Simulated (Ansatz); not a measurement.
# Rb on Ag(100): change of the work function, part 4 of 4

How does one ordered layer of Rb (hollow site) change the work function of Ag(100), and what dipole does each adsorbate carry?

Ansatz 0.2.0; plane-wave DFT, PBE, Ansatz PAW.

So far, work function, upper face (eV): step 2 (the clean slab) 4.20; step 3 (the covered slab) 1.65; step 5 (the covered slab, atoms frozen) 1.65; step 6 (the substrate alone) 4.22; step 7 (the adsorbate layer alone) 2.32.

## (9) The same run with other settings: efield.ramp_width = 0.04

This step: plane-wave DFT, PBE, Ansatz PAW (Ansatz 0.2.0).

System of this step: Rb/Ag(100). The cell holds 17 atoms: 16 Ag and 1 Rb. Cell: a = 5.784 Å, b = 5.784 Å, c = 27.475 Å, α = 90.0°, β = 90.0°, γ = 90.0°. Vacuum lies along c.

A run with a changed input: it repeats the earlier run at 0.25 ML with efield.ramp_width from 0.06 to 0.04; its output block differs too.

input.yaml reads:

```yaml
crystal:
  lattice:
    - [5.7841334702, 0.0, 0.0]
    - [0.0, 5.7841334702, 0.0]
    - [0.0, 0.0, 27.4748445606]
  atoms:
    - { symbol: Ag, position: [0.25, 0.25, 0.3275723719] }
    - { symbol: Ag, position: [0.0, 0.0, 0.4020040941] }
    - { symbol: Ag, position: [0.25, 0.25, 0.4789545093] }
    - { symbol: Ag, position: [0.0, 0.0, 0.554454227] }
    - { symbol: Ag, position: [0.25, 0.75, 0.3275723719] }
    - { symbol: Ag, position: [0.0, 0.5, 0.4020040941] }
    - { symbol: Ag, position: [0.25, 0.75, 0.4789545093] }
    - { symbol: Ag, position: [0.0, 0.5, 0.554454227] }
    - { symbol: Ag, position: [0.75, 0.25, 0.3275723719] }
    - { symbol: Ag, position: [0.5, 0.0, 0.4020040941] }
    - { symbol: Ag, position: [0.75, 0.25, 0.4789545093] }
    - { symbol: Ag, position: [0.5, 0.0, 0.554454227] }
    - { symbol: Ag, position: [0.75, 0.75, 0.3275723719] }
    - { symbol: Ag, position: [0.5, 0.5, 0.4020040941] }
    - { symbol: Ag, position: [0.75, 0.75, 0.4789545093] }
    - { symbol: Ag, position: [0.5, 0.5, 0.554454227] }
    - { symbol: Rb, position: [0.25, 0.25, 0.6724276281] }
kpoints:
  mp_grid: { grid: [5, 5, 1] }
hamiltonian:
  xc: pbe
scf:
  occupations: { method: fermi_dirac, width: 0.1 }
  convergence: { dr2_threshold: 1.0e-08 }
efield:
  axis: 3
  dipole_correction: true
  ramp_position: 0.97
  ramp_width: 0.04
relax:
  f_tol: 0.02
  max_steps: 60
  constraints: [{ sites: [0, 1, 4, 5, 8, 9, 12, 13] }]
output:
  bader: true
  dos: { projected: true, e_range: [-8, 4] }
  write_potential: true
  write_density: true
  volumetric_format: npy
```

The run is started by

```
ansatz run input.yaml --threads 4 --pin off --max-ram 6144MiB --backend cpu --events-out ev --progress --plain --runs-dir out
```

The program printed:

```text
[...]
Crystal: 17 atoms, lattice volume = 919.204 Å³
Basis set: ecut = 420 eV, 18023 PW (Γ), exchange–correlation on 80×80×384 points (8 copies of the dense FFT grid, shifted against one another)
Bands: 188, of which v1, the nominal top of the filled ones, is band 157 counted from 1 (156 counted from 0)
Symmetry: 8 space group operations
[...]
k-points: 6 of 25
[...]
SCF iter   1: F=—  HF=-124713.403771 eV  |F-HF|=—  |Δ(HF+E_count)|=         —  Δρ=1.04e-3  dr2=1.08e-1  ethr=1.77e-3  p=0.468 e·Å  D=9.21e-2 V/Å  ΔV_dip=-2.53 eV  dr2_dipole=1.33e-2  V_vac-E_F(+/−)=1.64/4.17 eV  ⟨swp⟩=7.0  Hψ=4644  notcnv=0  defer=43
[...]
SCF iter  11: F=-124713.409459 eV  HF=-124713.409459 eV  |F-HF|=1.21e-9  |Δ(HF+E_count)|=   1.06e-8  Δρ=5.07e-7  dr2=3.73e-9  ethr=3.19e-12  p=0.435 e·Å  D=8.57e-2 V/Å  ΔV_dip=-2.35 eV  dr2_dipole=5.61e-11  V_vac-E_F(+/−)=1.83/4.18 eV  ⟨swp⟩=16.8  Hψ=8323  notcnv=0
SCF 1 converged in 11 iterations: F = -124713.409459 eV  dr2 = 3.73e-9
[...]
relax step   1: F+E_penalty+E_count = -124713.40945862 eV  Δ(F+E_penalty+E_count) = +0.000e0 eV  max|allowed force component| = 3.492e-1 eV/Å  Δτ_max = 0.0000 Å  (11 SCF iters, accepted)
[...]
SCF iter   9: F=-124713.433970 eV  HF=-124713.433970 eV  |F-HF|=2.82e-9  |Δ(HF+E_count)|=   1.59e-8  Δρ=8.09e-7  dr2=7.19e-9  ethr=3.19e-12  p=0.443 e·Å  D=8.71e-2 V/Å  ΔV_dip=-2.39 eV  dr2_dipole=3.02e-12  V_vac-E_F(+/−)=1.79/4.19 eV  ⟨swp⟩=15.3  Hψ=8192  notcnv=0
SCF 2 converged in 9 iterations: F = -124713.433970 eV  dr2 = 7.19e-9
relax step   2: F+E_penalty+E_count = -124713.43397010 eV  Δ(F+E_penalty+E_count) = -2.451e-2 eV  max|allowed force component| = 3.145e-1 eV/Å  Δτ_max = 0.0355 Å  (9 SCF iters, accepted)
SCF iter   1: F=—  HF=-124713.481422 eV  |F-HF|=—  |Δ(HF+E_count)|=         —  Δρ=7.65e-4  dr2=1.12e-2  ethr=8.96e-5  p=0.443 e·Å  D=8.71e-2 V/Å  ΔV_dip=-2.39 eV  dr2_dipole=5.26e-4  V_vac-E_F(+/−)=1.80/4.19 eV  ⟨swp⟩=5.8  Hψ=2741  notcnv=0  defer=77
[...]
SCF iter   9: F=-124713.480242 eV  HF=-124713.480242 eV  |F-HF|=1.22e-9  |Δ(HF+E_count)|=   1.57e-8  Δρ=4.48e-7  dr2=3.33e-9  ethr=3.19e-12  p=0.463 e·Å  D=9.12e-2 V/Å  ΔV_dip=-2.51 eV  dr2_dipole=9.88e-10  V_vac-E_F(+/−)=1.68/4.19 eV  ⟨swp⟩=14.8  Hψ=7924  notcnv=0
SCF 3 converged in 9 iterations: F = -124713.480242 eV  dr2 = 3.33e-9
relax step   3: F+E_penalty+E_count = -124713.48024168 eV  Δ(F+E_penalty+E_count) = -4.627e-2 eV  max|allowed force component| = 1.124e-1 eV/Å  Δτ_max = 0.1961 Å  (9 SCF iters, accepted)
[...]
relax step   4: F+E_penalty+E_count = -124713.48548757 eV  Δ(F+E_penalty+E_count) = -5.246e-3 eV  max|allowed force component| = 5.807e-2 eV/Å  Δτ_max = 0.1509 Å  (9 SCF iters, accepted)
SCF iter   1: F=—  HF=-124713.486850 eV  |F-HF|=—  |Δ(HF+E_count)|=         —  Δρ=2.19e-4  dr2=6.39e-4  ethr=1.77e-6  p=0.474 e·Å  D=9.32e-2 V/Å  ΔV_dip=-2.56 eV  dr2_dipole=6.88e-7  V_vac-E_F(+/−)=1.63/4.19 eV  ⟨swp⟩=4.0  Hψ=2258  notcnv=0  defer=81
[...]
SCF iter   8: F=-124713.486970 eV  HF=-124713.486970 eV  |F-HF|=2.76e-10  |Δ(HF+E_count)|=   3.00e-9  Δρ=3.16e-7  dr2=1.80e-9  ethr=3.19e-12  p=0.471 e·Å  D=9.26e-2 V/Å  ΔV_dip=-2.55 eV  dr2_dipole=4.11e-10  V_vac-E_F(+/−)=1.65/4.19 eV  ⟨swp⟩=14.5  Hψ=7976  notcnv=0
SCF 5 converged in 8 iterations: F = -124713.486970 eV  dr2 = 1.80e-9
relax step   5: F+E_penalty+E_count = -124713.48697049 eV  Δ(F+E_penalty+E_count) = -1.483e-3 eV  max|allowed force component| = 4.746e-3 eV/Å  Δτ_max = 0.0367 Å  (8 SCF iters, accepted)
[...]
SCF converged after 8 iterations
Free energy (F): -124713.486970 eV
[...]
Internal energy: -124713.308078 eV  (E = F + TS)
E sigma→0 (E₀):  -124713.397524 eV
Entropy (-TS):   -0.178893 eV (-10.523 meV/atom)
Fermi energy:    3.552056 eV
Dipole field:    D = 0.092654 V/Å  (p = 0.470670 e·Å, saw-weighted, corrected)
Work function:   Φ+ = 1.6471 eV   Φ− = 4.1928 eV
[...]
--- Forces (eV/Å), atoms counted from 1 ---
  atom   1  Ag     0.00000000     0.00000000    -0.09814518
  atom   2  Ag     0.00888247     0.00888247     0.09919961
  atom   3  Ag     0.00000000     0.00000000     0.00011610
  atom   4  Ag     0.00097563     0.00097563     0.00015499
  atom   5  Ag     0.00000000     0.00000000    -0.09908350
  atom   6  Ag     0.00888247    -0.00888247     0.09919961
  atom   7  Ag     0.00000000     0.00000000    -0.00109992
  atom   8  Ag     0.00097563    -0.00097563     0.00015499
  atom   9  Ag     0.00000000     0.00000000    -0.09908350
  atom  10  Ag    -0.00888247     0.00888247     0.09919961
  atom  11  Ag     0.00000000     0.00000000    -0.00109992
  atom  12  Ag    -0.00097563     0.00097563     0.00015499
  atom  13  Ag     0.00000000     0.00000000    -0.10238738
  atom  14  Ag    -0.00888247    -0.00888247     0.09919961
  atom  15  Ag     0.00000000     0.00000000    -0.00139597
  atom  16  Ag    -0.00097563    -0.00097563     0.00015499
  atom  17  Rb     0.00000000     0.00000000     0.00474565
  max |Σ_I F_I| component: 1.52e-5 eV/Å
--- Band table (eV; the first three rows and the last of 6) ---
  k-point 0: bands = [... 153 lower, 3.0906, 3.0940, 3.0975, 3.5016, 3.5156, 3.6555, 3.6555, 3.7437, ... 27 higher]
  k-point 1: bands = [... 153 lower, 2.9334, 3.3343, 3.3348, 3.6101, 3.8702, 3.9558, 4.0150, 4.8515, ... 27 higher]
  k-point 2: bands = [... 153 lower, 2.5587, 3.6658, 3.8859, 3.8907, 4.4577, 4.6242, 4.6293, 4.7187, ... 27 higher]
  k-point 5: bands = [... 153 lower, 1.7406, 1.7519, 2.6272, 2.6838, 3.5391, 3.5513, 4.4853, 4.5687, ... 27 higher]
--- Relaxed structure (5 steps of the walk, 5 accepted, 0 SCFs on fresh bases) ---
  F+E_penalty+E_count = -124713.48697049 eV   max|allowed force component| = 4.746e-3 eV/Å
  atoms:
    - { symbol: Ag, position: [0.250000, 0.250000, 0.3275723719] }
    - { symbol: Ag, position: [0.0, 0.0, 0.4020040941] }
    - { symbol: Ag, position: [0.250000, 0.250000, 0.479283] }
    - { symbol: Ag, position: [-0.00165315, -0.00165315, 0.555493] }
    - { symbol: Ag, position: [0.250000, 0.750000, 0.3275723719] }
    - { symbol: Ag, position: [0.0, 0.500000, 0.4020040941] }
    - { symbol: Ag, position: [0.250000, 0.750000, 0.479062] }
    - { symbol: Ag, position: [-0.00165315, 0.501653, 0.555493] }
    - { symbol: Ag, position: [0.750000, 0.250000, 0.3275723719] }
    - { symbol: Ag, position: [0.500000, 0.0, 0.4020040941] }
    - { symbol: Ag, position: [0.750000, 0.250000, 0.479062] }
    - { symbol: Ag, position: [0.501653, -0.00165315, 0.555493] }
    - { symbol: Ag, position: [0.750000, 0.750000, 0.3275723719] }
    - { symbol: Ag, position: [0.500000, 0.500000, 0.4020040941] }
    - { symbol: Ag, position: [0.750000, 0.750000, 0.478623] }
    - { symbol: Ag, position: [0.501653, 0.501653, 0.555493] }
    - { symbol: Rb, position: [0.250000, 0.250000, 0.659869] }
--- Bader charges: 17 sites ---
  site symbol  charge [e]  shift [e]
     0     Ag     -0.0195     0.0000
     1     Ag      0.0208     0.0000
     2     Ag      0.0130     0.0000
     3     Ag     -0.1597     0.0000
     4     Ag     -0.0201     0.0000
     5     Ag      0.0208     0.0000
     6     Ag      0.0107     0.0000
     7     Ag     -0.1597     0.0000
     8     Ag     -0.0201     0.0000
     9     Ag      0.0208     0.0000
    10     Ag      0.0107     0.0000
    11     Ag     -0.1597     0.0000
    12     Ag     -0.0195     0.0000
    13     Ag      0.0208     0.0000
    14     Ag      0.0068     0.0000
    15     Ag     -0.1597     0.0000
    16     Rb      0.5934     0.0000
  estimated error of the sums over rays = 3.5e-4 e
```

Elapsed: 3.2 min, on 4 threads of Arm Neoverse V1, shared host; peak memory 3.6 GiB.

Step by step:

```csv
step,energy less that of the first step (eV),largest force component (eV/Å)
1,0.0000,0.3492
2,-0.0245,0.3145
3,-0.0708,0.1124
4,-0.0760,0.0581
5,-0.0775,0.0047
```

The run keeps the 8 symmetry operations that the program found, so distortions that break them were not tested.

The atoms that moved most (Å):

```csv
atom,dx,dy,dz,length
Rb17,0.000,0.000,-0.345,0.345
Ag16,0.010,0.010,0.029,0.032
Ag12,0.010,-0.010,0.029,0.032
Ag8,-0.010,0.010,0.029,0.032
Ag4,-0.010,-0.010,0.029,0.032
Ag15,0.000,0.000,-0.009,0.009
Ag3,0.000,0.000,0.009,0.009
```

The relaxed structure:

```xyz
17
Lattice="5.7841 0.0000 0.0000 0.0000 5.7841 0.0000 0.0000 0.0000 27.4748" Properties=species:S:1:pos:R:3
Ag    1.4460    1.4460    9.0000
Ag    0.0000    0.0000   11.0450
Ag    1.4460    1.4460   13.1682
Ag   -0.0096   -0.0096   15.2621
Ag    1.4460    4.3381    9.0000
Ag    0.0000    2.8921   11.0450
Ag    1.4460    4.3381   13.1622
Ag   -0.0096    2.9016   15.2621
Ag    4.3381    1.4460    9.0000
Ag    2.8921    0.0000   11.0450
Ag    4.3381    1.4460   13.1622
Ag    2.9016   -0.0096   15.2621
Ag    4.3381    4.3381    9.0000
Ag    2.8921    2.8921   11.0450
Ag    4.3381    4.3381   13.1501
Ag    2.9016    2.9016   15.2621
Rb    1.4460    1.4460   18.1298
```

Numbers from this step:

```
energy at zero smearing        : -124713.3975 eV
work function, upper face      : 1.647 eV
work function, lower face      : 4.193 eV
dipole along the normal        : 0.4707 e·Å
step between the vacuum levels : -2.546 eV
```

The density of states has structure finer than the step of the table below, so its rows give means over 0.25 eV. Peaks (eV: height): -5.200: 86.6, -4.420: 91.7, -4.240: 103, -4.090: 80.6, -3.640: 82.6, -3.370: 83.5, -3.010: 86.0.

The density of states by energy, zero at the Fermi level; means over each step:

```csv
energy (eV),density of states (states/eV a cell)
-7.50,0
-7.25,0.0831
-7.00,1.32
-6.75,1.42
-6.50,2.46
-6.25,2.01
-6.00,26.3
-5.75,45.5
-5.50,48.9
-5.25,50.0
-5.00,37.9
-4.75,43.7
-4.50,56.7
-4.25,57.2
-4.00,52.7
-3.75,57.5
-3.50,61.0
-3.25,65.0
-3.00,51.0
-2.75,6.78
-2.50,5.43
-2.25,3.54
-2.00,2.34
-1.75,7.46
-1.50,3.18
-1.25,2.87
-1.00,3.69
-0.75,5.75
-0.50,4.57
-0.25,4.88
0.00,5.95
0.25,8.50
0.50,6.67
0.75,4.08
1.00,8.32
1.25,7.82
1.50,6.33
1.75,5.14
```

Projected DOS per atom over height of the atomic layer and energy from the Fermi level. Layers: Ag4 Ag4 Ag4 Ag4 Rb from below.

Ten even steps from '0' (0.00 states/eV) to '9' (4.56 states/eV), each cell a mean:
```
00000
00000
00001
00001
00000
00001
00000
00000
00000
00000
22210
99870
95690
84590
67770
55560
57750
16510
00000
00000
00000
00000
```
Columns: height of the atomic layer (Å) from 9 to 18.1 (not evenly spaced); rows upwards: energy from the Fermi level (eV) from -7.96 to 1.95.

```csv
quantity,this run,earlier run,difference
"work function, upper face (eV)",1.647,1.647,-2.3e-4
"work function, lower face (eV)",4.193,4.193,2.5e-5
dipole along the normal (e·Å),0.4707,0.4706,4.8e-5
```

Nothing in the table moves by 0.01 in its unit (for the dipole 0.5 % and 5e-5 e·Å).

## (10) The same run with other settings: scf.mixing.algorithm = "broyden" and scf.mixing.beta = 0.1

System of this step: Ag(100). The cell holds 4 atoms: 4 Ag. Its edges and angles: a = 2.892 Å, b = 2.892 Å, c = 24.135 Å, α = 90.0°, β = 90.0°, γ = 90.0°. Vacuum lies along c.

Another changed input: it repeats the earlier run at 0 ML with scf.mixing.algorithm to broyden and scf.mixing.beta to 0.1.

input.yaml reads:

```yaml
crystal:
  lattice:
    - [2.8920667351, 0.0, 0.0]
    - [0.0, 2.8920667351, 0.0]
    - [0.0, 0.0, 24.135]
  atoms:
    - { symbol: Ag, position: [0.5, 0.5, 0.3729024239] }
    - { symbol: Ag, position: [0.0, 0.0, 0.4576341413] }
    - { symbol: Ag, position: [0.5, 0.5, 0.5423658587] }
    - { symbol: Ag, position: [0.0, 0.0, 0.6270975761] }
kpoints:
  mp_grid: { grid: [10, 10, 1] }
hamiltonian:
  xc: pbe
scf:
  occupations: { method: fermi_dirac, width: 0.1 }
  convergence: { dr2_threshold: 1.0e-08 }
  mixing: { algorithm: broyden, beta: 0.1 }
efield:
  axis: 3
  dipole_correction: true
  ramp_position: 0.97
  ramp_width: 0.06
relax:
  f_tol: 0.02
  max_steps: 60
  constraints: [{ sites: [0, 1] }]
output:
  write_potential: true
  write_density: true
  volumetric_format: npy
```

The program printed:

```text
[...]
Crystal: 4 atoms, lattice volume = 201.866 Å³
Basis set: ecut = 420 eV, 3917 PW (Γ), exchange–correlation on 40×40×324 points (8 copies of the dense FFT grid, shifted against one another)
Bands: 46, of which v1, the nominal top of the filled ones, is band 38 counted from 1 (37 counted from 0)
Symmetry: 8 space group operations
k-points: 21 of 100
[...]
SCF iter   1: F=—  HF=-30361.344019 eV  |F-HF|=—  |Δ(HF+E_count)|=         —  Δρ=9.64e-4  dr2=3.86e-3  ethr=1.77e-3  p=0.000 e·Å  D=3.51e-13 V/Å  ΔV_dip=-0.00 eV  dr2_dipole=6.77e-9  V_vac-E_F(+/−)=4.14/4.14 eV  ⟨swp⟩=7.9  Hψ=4148  notcnv=0  defer=5
[...]
SCF iter  12: F=-30361.348547 eV  HF=-30361.348547 eV  |F-HF|=7.39e-10  |Δ(HF+E_count)|=   2.49e-8  Δρ=1.27e-6  dr2=3.39e-9  ethr=1.32e-11  p=-0.000 e·Å  D=-5.22e-9 V/Å  ΔV_dip=0.00 eV  dr2_dipole=4.70e-17  V_vac-E_F(+/−)=4.19/4.19 eV  ⟨swp⟩=8.4  Hψ=5720  notcnv=0
SCF 1 converged in 12 iterations: F = -30361.348547 eV  dr2 = 3.39e-9
[...]
relax step   1: F+E_penalty+E_count = -30361.34854712 eV  Δ(F+E_penalty+E_count) = +0.000e0 eV  max|allowed force component| = 1.346e-1 eV/Å  Δτ_max = 0.0000 Å  (12 SCF iters, accepted)
[...]
SCF iter  13: F=-30361.354634 eV  HF=-30361.354634 eV  |F-HF|=2.35e-9  |Δ(HF+E_count)|=   1.31e-8  Δρ=9.28e-7  dr2=1.45e-9  ethr=1.32e-11  p=-0.001 e·Å  D=-5.93e-4 V/Å  ΔV_dip=0.01 eV  dr2_dipole=4.21e-12  V_vac-E_F(+/−)=4.21/4.20 eV  ⟨swp⟩=8.8  Hψ=5707  notcnv=0
SCF 2 converged in 13 iterations: F = -30361.354634 eV  dr2 = 1.45e-9
relax step   2: F+E_penalty+E_count = -30361.35463386 eV  Δ(F+E_penalty+E_count) = -6.087e-3 eV  max|allowed force component| = 9.913e-2 eV/Å  Δτ_max = 0.1682 Å  (13 SCF iters, accepted)
SCF iter   1: F=—  HF=-30361.360324 eV  |F-HF|=—  |Δ(HF+E_count)|=         —  Δρ=1.66e-3  dr2=5.96e-3  ethr=7.04e-5  p=-0.001 e·Å  D=-5.93e-4 V/Å  ΔV_dip=0.01 eV  dr2_dipole=9.16e-5  V_vac-E_F(+/−)=4.21/4.19 eV  ⟨swp⟩=4.6  Hψ=2684  notcnv=0  defer=35
[...]
SCF iter  12: F=-30361.358500 eV  HF=-30361.358500 eV  |F-HF|=4.49e-9  |Δ(HF+E_count)|=   1.20e-8  Δρ=1.88e-6  dr2=5.44e-9  ethr=1.32e-11  p=-0.000 e·Å  D=-4.04e-4 V/Å  ΔV_dip=0.01 eV  dr2_dipole=1.39e-10  V_vac-E_F(+/−)=4.20/4.19 eV  ⟨swp⟩=6.3  Hψ=5851  notcnv=0
SCF 3 converged in 12 iterations: F = -30361.358500 eV  dr2 = 5.44e-9
relax step   3: F+E_penalty+E_count = -30361.35849955 eV  Δ(F+E_penalty+E_count) = -3.866e-3 eV  max|allowed force component| = 9.159e-3 eV/Å  Δτ_max = 0.0697 Å  (12 SCF iters, accepted)
[...]
WARN: The input density's exchange-correlation potential varies sharply where the density is thin. Do not read a vacuum level from v_tot or v_xc, or from such a field of the output density. On a cell that repeats whose density bears no net charge and no dipole along the vacuum's axis use v_es (v_loc + v_h of the components); under efield.dipole_correction with no amplitude use v_es + v_field, which holds any external [...]
SCF converged after 12 iterations
Stability not checked: this state was not tested for a lower state beside it, because the mixer in use, unlike msr1, does not test its closes by its own steps (another_mixer; see scf.mixing.algorithm and scf.lower_state_search)
Free energy (F): -30361.358500 eV
[...]
Internal energy: -30361.325557 eV  (E = F + TS)
E sigma→0 (E₀):  -30361.342028 eV
Entropy (-TS):   -0.032943 eV (-8.236 meV/atom)
Fermi energy:    3.135273 eV
Dipole field:    D = -0.000388 V/Å  (p = -0.000433 e·Å, saw-weighted, corrected)
Work function:   Φ+ = 4.2039 eV   Φ− = 4.1945 eV
[...]
--- Forces (eV/Å), atoms counted from 1 ---
  atom   1  Ag    -0.00000000     0.00000000    -0.08989777
  atom   2  Ag    -0.00000000     0.00000000     0.07613365
  atom   3  Ag     0.00000000     0.00000000     0.00915930
  atom   4  Ag     0.00000000     0.00000000     0.00457425
  max |Σ_I F_I| component: 3.06e-5 eV/Å
--- Band table (eV; the first three rows and the last of 21) ---
  k-point 0: bands = [... 34 lower, 0.0456, 0.1249, 0.1918, 0.1918, 0.4016, 2.8369, 4.3327, 7.1861, ... 4 higher]
  k-point 1: bands = [... 34 lower, -0.0911, -0.0512, 0.0652, 0.2176, 0.8073, 3.1236, 4.7195, 7.3740, ... 4 higher]
  k-point 2: bands = [... 34 lower, -0.1664, -0.1527, 0.0641, 0.1952, 1.4655, 3.8500, 5.6806, 7.8913, ... 4 higher]
  k-point 20: bands = [... 34 lower, 0.5695, 0.5866, 5.5750, 5.5750, 7.4325, 7.4325, 9.8401, 9.8401, ... 4 higher]
--- Relaxed structure (3 steps of the walk, 3 accepted, 0 SCFs on fresh bases) ---
  F+E_penalty+E_count = -30361.35849955 eV   max|allowed force component| = 9.159e-3 eV/Å
  atoms:
    - { symbol: Ag, position: [0.5, 0.5, 0.3729024239] }
    - { symbol: Ag, position: [0.0, 0.0, 0.4576341413] }
    - { symbol: Ag, position: [0.5, 0.5, 0.545233] }
    - { symbol: Ag, position: [0, 0.0, 0.631181] }
```

Run time: 18 s. Hardware: 4 threads; peak memory 0.48 GiB; 69 s of CPU time.

The steps of the relaxation:

```csv
step,energy less that of the first step (eV),largest force component (eV/Å)
1,0.0000,0.1346
2,-0.0061,0.0991
3,-0.0100,0.0092
```

Forces are held to the 8 operations that the program found; a distortion that breaks them can't arise in this run.

The atoms that moved most (Å):

```csv
atom,dx,dy,dz,length
Ag4,0.000,0.000,0.099,0.099
Ag3,0.000,0.000,0.069,0.069
```

The relaxed structure:

```cif
data_structure
_symmetry_space_group_name_H-M 'P 1'
_symmetry_Int_Tables_number 1
_cell_length_a 2.8921
_cell_length_b 2.8921
_cell_length_c 24.1350
_cell_angle_alpha 90.000
_cell_angle_beta 90.000
_cell_angle_gamma 90.000
_cell_volume 201.87
loop_
_atom_site_label
_atom_site_type_symbol
_atom_site_fract_x
_atom_site_fract_y
_atom_site_fract_z
_atom_site_occupancy
Ag1 Ag 0.50000 0.50000 0.37290 1
Ag2 Ag 0.00000 0.00000 0.45763 1
Ag3 Ag 0.50000 0.50000 0.54523 1
Ag4 Ag 0.00000 0.00000 0.63118 1
```

Numbers from this step:

| Item | Value |
| --- | --- |
| energy at zero smearing | -30361.3420 eV |
| work function, upper face | 4.204 eV |
| dipole along the normal | -4.33e-4 e·Å |

```csv
quantity,this run,earlier run,difference
"work function, upper face (eV)",4.204,4.204,-1.8e-4
dipole along the normal (e·Å),-4.33e-4,-4.57e-4,2.5e-5
```

Nothing in the table moves by 0.01 in its unit (for the dipole 0.5 % and 5e-5 e·Å). The run took 37 SCF cycles against 26.

## (11) What came out

| Property | Result |
| --- | --- |
| work function of the clean face | 4.20 eV |
| work function at 0.25 ML | 1.65 eV |
| dipole per adsorbate at 0.25 ML, positive end outwards | 2.27 D |
| step of the potential from the moved charge at 0.25 ML, upper less lower side, atoms held | -2.56 eV |

**Reading.** Rb lowers the work function of Ag(100) at the lowest coverage, by 2.56 eV: the adsorbate layer has its positive end outwards. One coverage alone was completed, so no trend follows. The slab has 4 layers, at the tabulated experimental lattice constant, one starting site was run, and quantum-size effects of a slab this thin can reach one or two tenths of an eV.

[Long decimals in the printed logs are rounded to 6 places.]

[Logs are printed without paths, hosts, clocks, repeated set-up lines and the standing remarks that a program may print on its own settings, such as how far it seeks lower states.]

[Hosts, paths, dates, database ids (printed as entryN), source tags and the programs' standing remarks are cut or masked in the printed files.]

[Maps of the electrostatic potential energy from Ansatz leave out the sawtooth potential of an applied field or a dipole correction, so their vacuum need not be flat; planar profiles and work functions include it.]
